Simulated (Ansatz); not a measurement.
## Pt(111) with 4 thermally displaced layers, 2x2: scattering by thermal displacements

How much do lattice vibrations at 800 K scatter the electrons of Pt? Layers with random displacements are laid between perfect leads, and the resistance is followed against their length.

Calculated with Ansatz 0.2.0; Ansatz plane-wave DFT, PBE, PAW files; ballistic transport by layer matching (Landauer), zero bias; PAW set soft_1.

## Step 1: The starting structure

The cell holds 40 atoms: 40 Pt. Its edges and angles: a = 5.546 Å, b = 5.546 Å, c = 22.699 Å, α = 93.5°, β = 86.5°, γ = 120.0°. It derives from Pt. Regions: lead, 24 atoms (24 Pt); scattering region, 16 atoms (16 Pt). The structure is stacked along c, and the current runs across the ab planes.

## Step 2: With 4 displaced layers

Each atom of 4 layers is moved at random, by amounts drawn from a normal law 0.1019 Å wide in each direction from the Debye model (240 K) at 800 K. The layers about the cell's end stay perfect and serve as the lead. Disorder leaves little or no symmetry, which makes such runs dear. Energies from -0.05 to 0.05 eV in steps of 0.05 eV are too few for the program's thermal sum, so it prints no conductance; for a metal the transmission near the Fermi level serves, at a fraction of the cost.

Contents of input.yaml:

```yaml
crystal:
  lattice:
    - [5.5462627489, 0.0, 0.0]
    - [-2.7731313745, 4.8032044366, 0.0]
    - [1.3865656872, -0.8005340728, 22.6425228571]
  atoms:
    - { symbol: Pt, position: [0.9916666667, 0.0083333333, 0.05] }
    - { symbol: Pt, position: [0.9916666667, 0.5083333333, 0.05] }
    - { symbol: Pt, position: [0.4916666667, 0.0083333333, 0.05] }
    - { symbol: Pt, position: [0.4916666667, 0.5083333333, 0.05] }
    - { symbol: Pt, position: [0.1416666667, 0.3583333333, 0.15] }
    - { symbol: Pt, position: [0.1416666667, 0.8583333333, 0.15] }
    - { symbol: Pt, position: [0.6416666667, 0.3583333333, 0.15] }
    - { symbol: Pt, position: [0.6416666667, 0.8583333333, 0.15] }
    - { symbol: Pt, position: [0.2916666667, 0.2083333333, 0.25] }
    - { symbol: Pt, position: [0.2916666667, 0.7083333333, 0.25] }
    - { symbol: Pt, position: [0.7916666667, 0.2083333333, 0.25] }
    - { symbol: Pt, position: [0.7916666667, 0.7083333333, 0.25] }
    - { symbol: Pt, position: [0.9420950734, 0.0560107642, 0.3528825458] }
    - { symbol: Pt, position: [0.9376400774, 0.5472387879, 0.3516275413] }
    - { symbol: Pt, position: [0.4762035042, 0.0779005241, 0.3468324839] }
    - { symbol: Pt, position: [0.411770893, 0.5451397326, 0.3501860085] }
    - { symbol: Pt, position: [0.0475570676, 0.4027563822, 0.444392148] }
    - { symbol: Pt, position: [0.0726743006, 0.896547999, 0.4485763313] }
    - { symbol: Pt, position: [0.6103869094, 0.4303569003, 0.4494214648] }
    - { symbol: Pt, position: [0.6094550898, 0.894482962, 0.4515821487] }
    - { symbol: Pt, position: [0.2598233051, 0.2597703319, 0.5466535058] }
    - { symbol: Pt, position: [0.2197085232, 0.748786516, 0.5509910995] }
    - { symbol: Pt, position: [0.7210149597, 0.2537756124, 0.5492833274] }
    - { symbol: Pt, position: [0.753615578, 0.7631545475, 0.5515995345] }
    - { symbol: Pt, position: [0.877689204, 0.1061713116, 0.6535286779] }
    - { symbol: Pt, position: [0.9046157919, 0.5827542489, 0.6568141792] }
    - { symbol: Pt, position: [0.424488026, 0.1251095403, 0.6511903162] }
    - { symbol: Pt, position: [0.3998958255, 0.6407400557, 0.6588231334] }
    - { symbol: Pt, position: [0.0416666667, 0.4583333333, 0.75] }
    - { symbol: Pt, position: [0.0416666667, 0.9583333333, 0.75] }
    - { symbol: Pt, position: [0.5416666667, 0.4583333333, 0.75] }
    - { symbol: Pt, position: [0.5416666667, 0.9583333333, 0.75] }
    - { symbol: Pt, position: [0.1916666667, 0.3083333333, 0.85] }
    - { symbol: Pt, position: [0.1916666667, 0.8083333333, 0.85] }
    - { symbol: Pt, position: [0.6916666667, 0.3083333333, 0.85] }
    - { symbol: Pt, position: [0.6916666667, 0.8083333333, 0.85] }
    - { symbol: Pt, position: [0.8416666667, 0.1583333333, 0.95] }
    - { symbol: Pt, position: [0.8416666667, 0.6583333333, 0.95] }
    - { symbol: Pt, position: [0.3416666667, 0.1583333333, 0.95] }
    - { symbol: Pt, position: [0.3416666667, 0.6583333333, 0.95] }
kpoints:
  mp_grid: { grid: [5, 5, 1] }
hamiltonian:
  xc: pbe
  pseudopotentials: { kind: paw, azcp: { folder: soft_1 } }
scf:
  occupations: { method: fermi_dirac, width: 0.1 }
output:
  transmission:
    leads: [[0, 4]]
    kmesh: [10, 10]
    e_range: [-0.05, 0.05]
    de: 0.05
  write_potential: true
  write_density: true
  volumetric_format: npy
  elf: true
```

On the command line:

```console
$ ansatz run input.yaml --threads 4 --pin off --max-ram 15360MiB --backend cpu --events-out ev --progress --plain --runs-dir out
```

Numbers of over 12 decimals in the logs are rounded to 6 here.

The program printed:

```text
Engine: ansatz 0.2.0, aarch64-unknown-linux-gnu
Pseudopotentials: kind: paw
Pseudopotential: Pt, paw, valence charge 18, recommended cutoff 420 eV (normal), soft_1/Pt.paw.azcp
Functional definition: PBE
  parameter kappa = 0.804
  parameter beta = 0.066725
  exchange = pbe_x(kappa = kappa, mu = beta*pi^2/3)
  correlation = pbe_c(beta = beta)
Crystal: 40 atoms, lattice volume = 603.193 Å³
Basis set: ecut = 420 eV, 11827 PW (Γ)
Bands: 432, of which v1, the nominal top of the filled ones, is band 360 counted from 1 (359 counted from 0)
Symmetry: 1 space group operations
Space group: P1 (ITA 1), of the structure as read, at distance tolerance 8.4e-5 Å
k-points: 13 of 25 (time reversal used)
Non-local potential: Pt, projectors of the file, l = 0: 3, l = 1: 2, l = 2: 2, l = 3: 1
PAW form: soft (Blöchl's): semilocal exchange-correlation on the pseudo side does not see the compensation charge
PAW one-centre angular grid: Pt, 590 points (default); XC on 64 Gauss nodes
Initial density: superposition of atomic densities (chi_scale 0.1, normalization cell)
Initial wavefunctions: pseudopotential atomic-orbital guess
Functional: x = pbe(κ = 0.804, μ = 0.219515), c = pbe(β = 0.066725)
SCF iter   1: F=—  HF=-500998.055379 eV  |F-HF|=—  |Δ(HF+E_count)|=         —  Δρ=8.55e-2  dr2=4.28e1  ethr=3.10e-3  ⟨swp⟩=4.5  Hψ=16561  notcnv=0  defer=260
preconditioner: auto → Kerker (q_TF=auto, 2.810 Å⁻¹)  [metal: Δε(μ)=0.004 eV  Ē_g=8.557 eV  σ=0.100 eV  W_gap=0.01  n_scr=246 (ndim 8)  ℏωp=30.2 eV  f_vac=0.000  D(μ)=68.54/eV (n_scr^D=906)]
SCF iter   2: F=—  HF=-500988.318902 eV  |F-HF|=—  |Δ(HF+E_count)|=    9.74e0  Δρ=4.53e-2  dr2=1.18e1  ethr=3.10e-3  ⟨swp⟩=3.0  Hψ=9450  notcnv=0  defer=488
SCF iter   3: F=—  HF=-500985.045566 eV  |F-HF|=—  |Δ(HF+E_count)|=    3.27e0  Δρ=6.48e-3  dr2=1.46e-1  ethr=1.63e-3  ⟨swp⟩=2.1  Hψ=8090  notcnv=0  defer=488
SCF iter   4: F=—  HF=-500985.060788 eV  |F-HF|=—  |Δ(HF+E_count)|=   1.52e-2  Δρ=1.08e-3  dr2=1.16e-2  ethr=2.02e-5  ⟨swp⟩=2.2  Hψ=7445  notcnv=0  defer=484
SCF iter   5: F=—  HF=-500985.061061 eV  |F-HF|=—  |Δ(HF+E_count)|=   2.73e-4  Δρ=3.73e-4  dr2=1.38e-3  ethr=1.61e-6  ⟨swp⟩=2.4  Hψ=7769  notcnv=0  defer=484
SCF iter   6: F=—  HF=-500985.060975 eV  |F-HF|=—  |Δ(HF+E_count)|=   8.64e-5  Δρ=6.57e-5  dr2=4.13e-5  ethr=1.92e-7  ⟨swp⟩=3.0  Hψ=9704  notcnv=0  defer=484
SCF iter   7: F=—  HF=-500985.059875 eV  |F-HF|=—  |Δ(HF+E_count)|=   1.10e-3  Δρ=1.74e-5  dr2=1.26e-5  ethr=5.73e-9  ⟨swp⟩=1.0  Hψ=5112  notcnv=0  defer=484
SCF iter   8: F=—  HF=-500985.059875 eV  |F-HF|=—  |Δ(HF+E_count)|=   2.15e-8  Δρ=4.63e-6  dr2=4.91e-7  ethr=1.76e-9  ⟨swp⟩=1.0  Hψ=5112  notcnv=0  defer=484
SCF iter   9: F=-500985.059875 eV  HF=-500985.059875 eV  |F-HF|=1.85e-8  |Δ(HF+E_count)|=   2.68e-8  Δρ=1.25e-6  dr2=2.32e-8  ethr=1.39e-11  ⟨swp⟩=8.0  Hψ=17799  notcnv=0
SCF 1 converged in 9 iterations: F = -500985.059875 eV  dr2 = 2.32e-8
  greatest PAW one-centre occupation: 1.000 electrons in one spin orbital (limit 2), on the Pt atom at site 16 (counted from 0), in its partial waves of l = 0
transmission: 220 of 2184 steps passed
transmission: 440 of 2184 steps passed
[...]
transmission: 2184 of 2184 steps passed
SCF converged after 9 iterations
Free energy (F): -500985.059875 eV
Harris-Foulkes:  -500985.059875 eV  (|F-HF|=1.85e-8)
Internal energy: -500982.831366 eV  (E = F + TS)
E sigma→0 (E₀):  -500983.945620 eV
Entropy (-TS):   -2.228509 eV (-55.713 meV/atom)
Fermi energy:    23.448265 eV
--- Per-component energies (eV) ---
  E_band       = -5147.042933
  E_kinetic    = 23915.568070
  E_local      = -57680.922431  (includes V_loc(G=0)·N_el)
  E_nonlocal   = 8159.196572
  E_hartree    = 22021.672406
  E_xc         = -9308.743661
  E_vxc        = -10876.892909  (∫ρ·V_xc dr)
  E_paw        = -379359.393112  (= ΣΔE_a)
  E_vpaw       = -12707.397685  (= ΣTr[D̂ρ^β])
  E_aug_tail   = 0.044708  (compensation charges beyond the density's cutoff)
  E_ewald      = -108730.253919
  E_smearing   = -2.228509  (= −TS)
  E_closure    = 0.000000  (closes the sum)
  Σ components = -500985.059875   (vs F -500985.059875, Δ=0.00e0)
--- Band table (eV; the first three rows and the last of 13) ---
  k-point 0: bands = [... 356 lower, 23.6124, 23.6267, 23.6447, 23.6522, 23.6641, 23.6838, 23.7089, 23.7316, ... 68 higher]
  k-point 1: bands = [... 356 lower, 23.4110, 23.4209, 23.4510, 23.4770, 23.4883, 23.5033, 23.5611, 23.6459, ... 68 higher]
  k-point 2: bands = [... 356 lower, 23.3634, 23.4122, 23.4303, 23.4675, 23.5131, 23.5375, 23.5526, 23.5678, ... 68 higher]
  k-point 12: bands = [... 356 lower, 23.3080, 23.3739, 23.4331, 23.4588, 23.4866, 23.5067, 23.5278, 23.5422, ... 68 higher]
--- Transmission ---
  basis      : 241 plane waves across, 42 finite elements along
  points     : 52, standing for a mesh of 10 x 10
  energies   : 3 from -0.050000 to 0.050000 eV about the Fermi level, 0.050000 eV apart; the leads are filled to 0.000000 eV, and channels, transmission and decay are at 0.000000 eV
  crystal 0  : Pt4, at the sites [0, 4], period 2.2643 Å, over 13.59 Å; its Hamiltonian steps by up to 19.5 meV
    offset         : up to 0.0000 Å between an atom of the period and one for which it stands
    channels       : 6.890000e0 a spin
    conductance    : none, the energies end too early or step too widely for 300 K: set another output.transmission.e_range or a lower de, or, where they end at an eighth of basis.ecutwfc, a higher one
  junction   : crystal 0 to crystal 0, 0.70 to 21.08 Å
    transmission   : 4.720542e0 a spin
    conductance    : none, the energies end too early or step too widely for 300 K: set another output.transmission.e_range or a lower de, or, where they end at an eighth of basis.ecutwfc, a higher one
```

Run time: 7.3 min. Hardware: 4 threads of Arm Neoverse V2, shared host; peak memory 5.6 GiB.

The column dr2 measures how far the density is from self-consistency, as an energy; F and HF (Harris–Foulkes) agree once it is small.

This step gave:

| Item | Value |
| --- | --- |
| free energy | -500985.0599 eV |
| energy at zero smearing | -500983.9456 eV |
| Fermi energy | 23.45 eV |
| cell area | 26.64 Å² |
| transmission per spin nearest the Fermi level | 4.721 |
| open channels per spin nearest the Fermi level | 6.89 |
| step of the lead's potential | 19.5 meV |

Per spin. The transmission, zone mean by energy, zero at the Fermi level:

```csv
energy (eV),"transmission, zone mean"
-0.0500,4.96
0.0000,4.72
0.0500,4.55
```

Per spin. The open channels, zone mean, lead by energy, zero at the Fermi level:

```csv
energy (eV),"open channels, zone mean, lead"
-0.0500,7.16
0.0000,6.89
0.0500,6.21
```

Transmission over k1 and k2. At 0.0000 eV from the Fermi level.

Ten even steps from '0' (2.33) to '9' (6.64):
```
8966599302
2495695300
3557086632
8550550548
8887525788
8845055055
3236680755
2003596594
8203995669
8833989338
```
Columns: k1 (b1) from -0.5 to 0.4; rows upwards: k2 (b2) from -0.5 to 0.4.

Open channels over k1 and k2. At 0.0000 eV from the Fermi level.

Ten even steps from '0' (3.0) to '9' (10.0):
```
9744479101
4475574400
4458185441
9451881549
9778828877
9945188154
4144581854
4004475574
9101974447
9944999449
```
Columns: k1 (b1) from -0.5 to 0.4; rows upwards: k2 (b2) from -0.5 to 0.4.

Electrostatic potential energy in the ca plane at fractional y = 0.545, with atoms of Pt within 0.2 Å of it. With pseudopotentials it is smooth inside the atoms' cores, unlike the true potential.

Values in eV, 8 rows by 16 columns, each cell a mean:
```
 23  25  23  20 -34 -19  21  22  25  23  17 -37  -8  13  17  23
 12  21   6  21  -1   6  11  10  24  22  21 -24   0  20  24  23
 11  20  -1  20  23  23  -8 -16  21  17  25  20  20 -15   2  23
 23  25  20  22  -8   8  11   6  23  21  25  19  20 -25  -8  23
 23  25  23  19 -36 -17  24  25  25  24  22 -21   3  13  17  23
 12  21   6  20 -12   0  21  23  25  23  22 -22   0  20  23  23
 11  20  -1  20  19  21   0   4  22  16  25  17  18 -16   2  23
 23  25  20  21 -16  -1   4   5  22  17  23   3  14 -25  -8  23
```
Columns run along c (16.0 Å, from fractional 0.15 to 0.85 of the cell; values clipped at the 3rd and 97th percentile), rows up along a (5.5 Å). Atoms in or near the plane, at fractional coordinates: Pt at (0.35, 0.94), Pt at (0.35, 0.41), Pt at (0.66, 0.90).

Valence density in the ca plane at fractional y = 0.545, with atoms of Pt within 0.2 Å of it. It is the smooth field of the valence electrons, not physical close to the nuclei.

Ten even steps from '0' (0 e/Å³) to '9' (11 e/Å³), each cell a mean:
```
00000000000389620000000000000026741001100000
00000000000268510000000000000038951000000000
00000000000023200000000000000025641000000000
00000011000000000022100000000001210000000000
00000011000000000134300000000000000012210000
00000000000000000024200000000000000026630000
00000000000022100001100000000000000025630000
00000000000267410000000000000001100012310000
00000000000389610000000000000013420000000000
00000000000267510000000000000015641000000000
00000011000022100000000000000003420000000000
00000011000000000011000000000000100001100000
00000011000000000022100000000000000024420000
00000000000011100022100000000000000026630000
00000000000256410011000000000002210014420000
```
Columns run along c (16.0 Å, from fractional 0.15 to 0.85 of the cell), rows up along a (5.5 Å). Atoms in or near the plane, at fractional coordinates: Pt at (0.35, 0.94), Pt at (0.35, 0.41), Pt at (0.66, 0.90).

ELF in the ca plane at fractional y = 0.545, with atoms of Pt within 0.2 Å of it. It is the smooth field of the valence electrons, not physical close to the nuclei.

Ten even steps from '0' (0.14) to '9' (0.59), each cell a mean:
```
22100122223799962222210122222389985334642122
22111122222799962222210012222389995222221112
43222344322478743234310122221279985222210012
54322466422233322467632223221146653323431112
44322466521122222588852223321012222357863222
33212344321222222488742223320011222389984222
22100122222467532345532222221012222379984222
22000122223799852222211123221146543347863222
22100122223899962222100012221269874323431122
33211233223799952221100012211269995222210012
44222355322467632223210123221258874322221112
54323466522233322356421223221135543335642122
33222355422233322577532233321123322368973222
22211233222366533577532223321123332389984222
22100122223799853345421223222257753368974222
```
Columns run along c (16.0 Å, from fractional 0.15 to 0.85 of the cell), rows up along a (5.5 Å). Atoms in or near the plane, at fractional coordinates: Pt at (0.35, 0.94), Pt at (0.35, 0.41), Pt at (0.66, 0.90).

Over the solved energies the transmission per spin lies between 4.55 and 4.96, out of 6.75 channels of the lead on average (up to 7.16).

(Part 1 of 2 ends here.)

[Logs are printed without paths, hosts, clocks, repeated set-up lines and the standing remarks that a program may print on its own settings, such as how far it seeks lower states.]

[Hosts, paths, dates, database ids (printed as entryN), source tags and the programs' standing remarks are cut or masked in the printed files.]
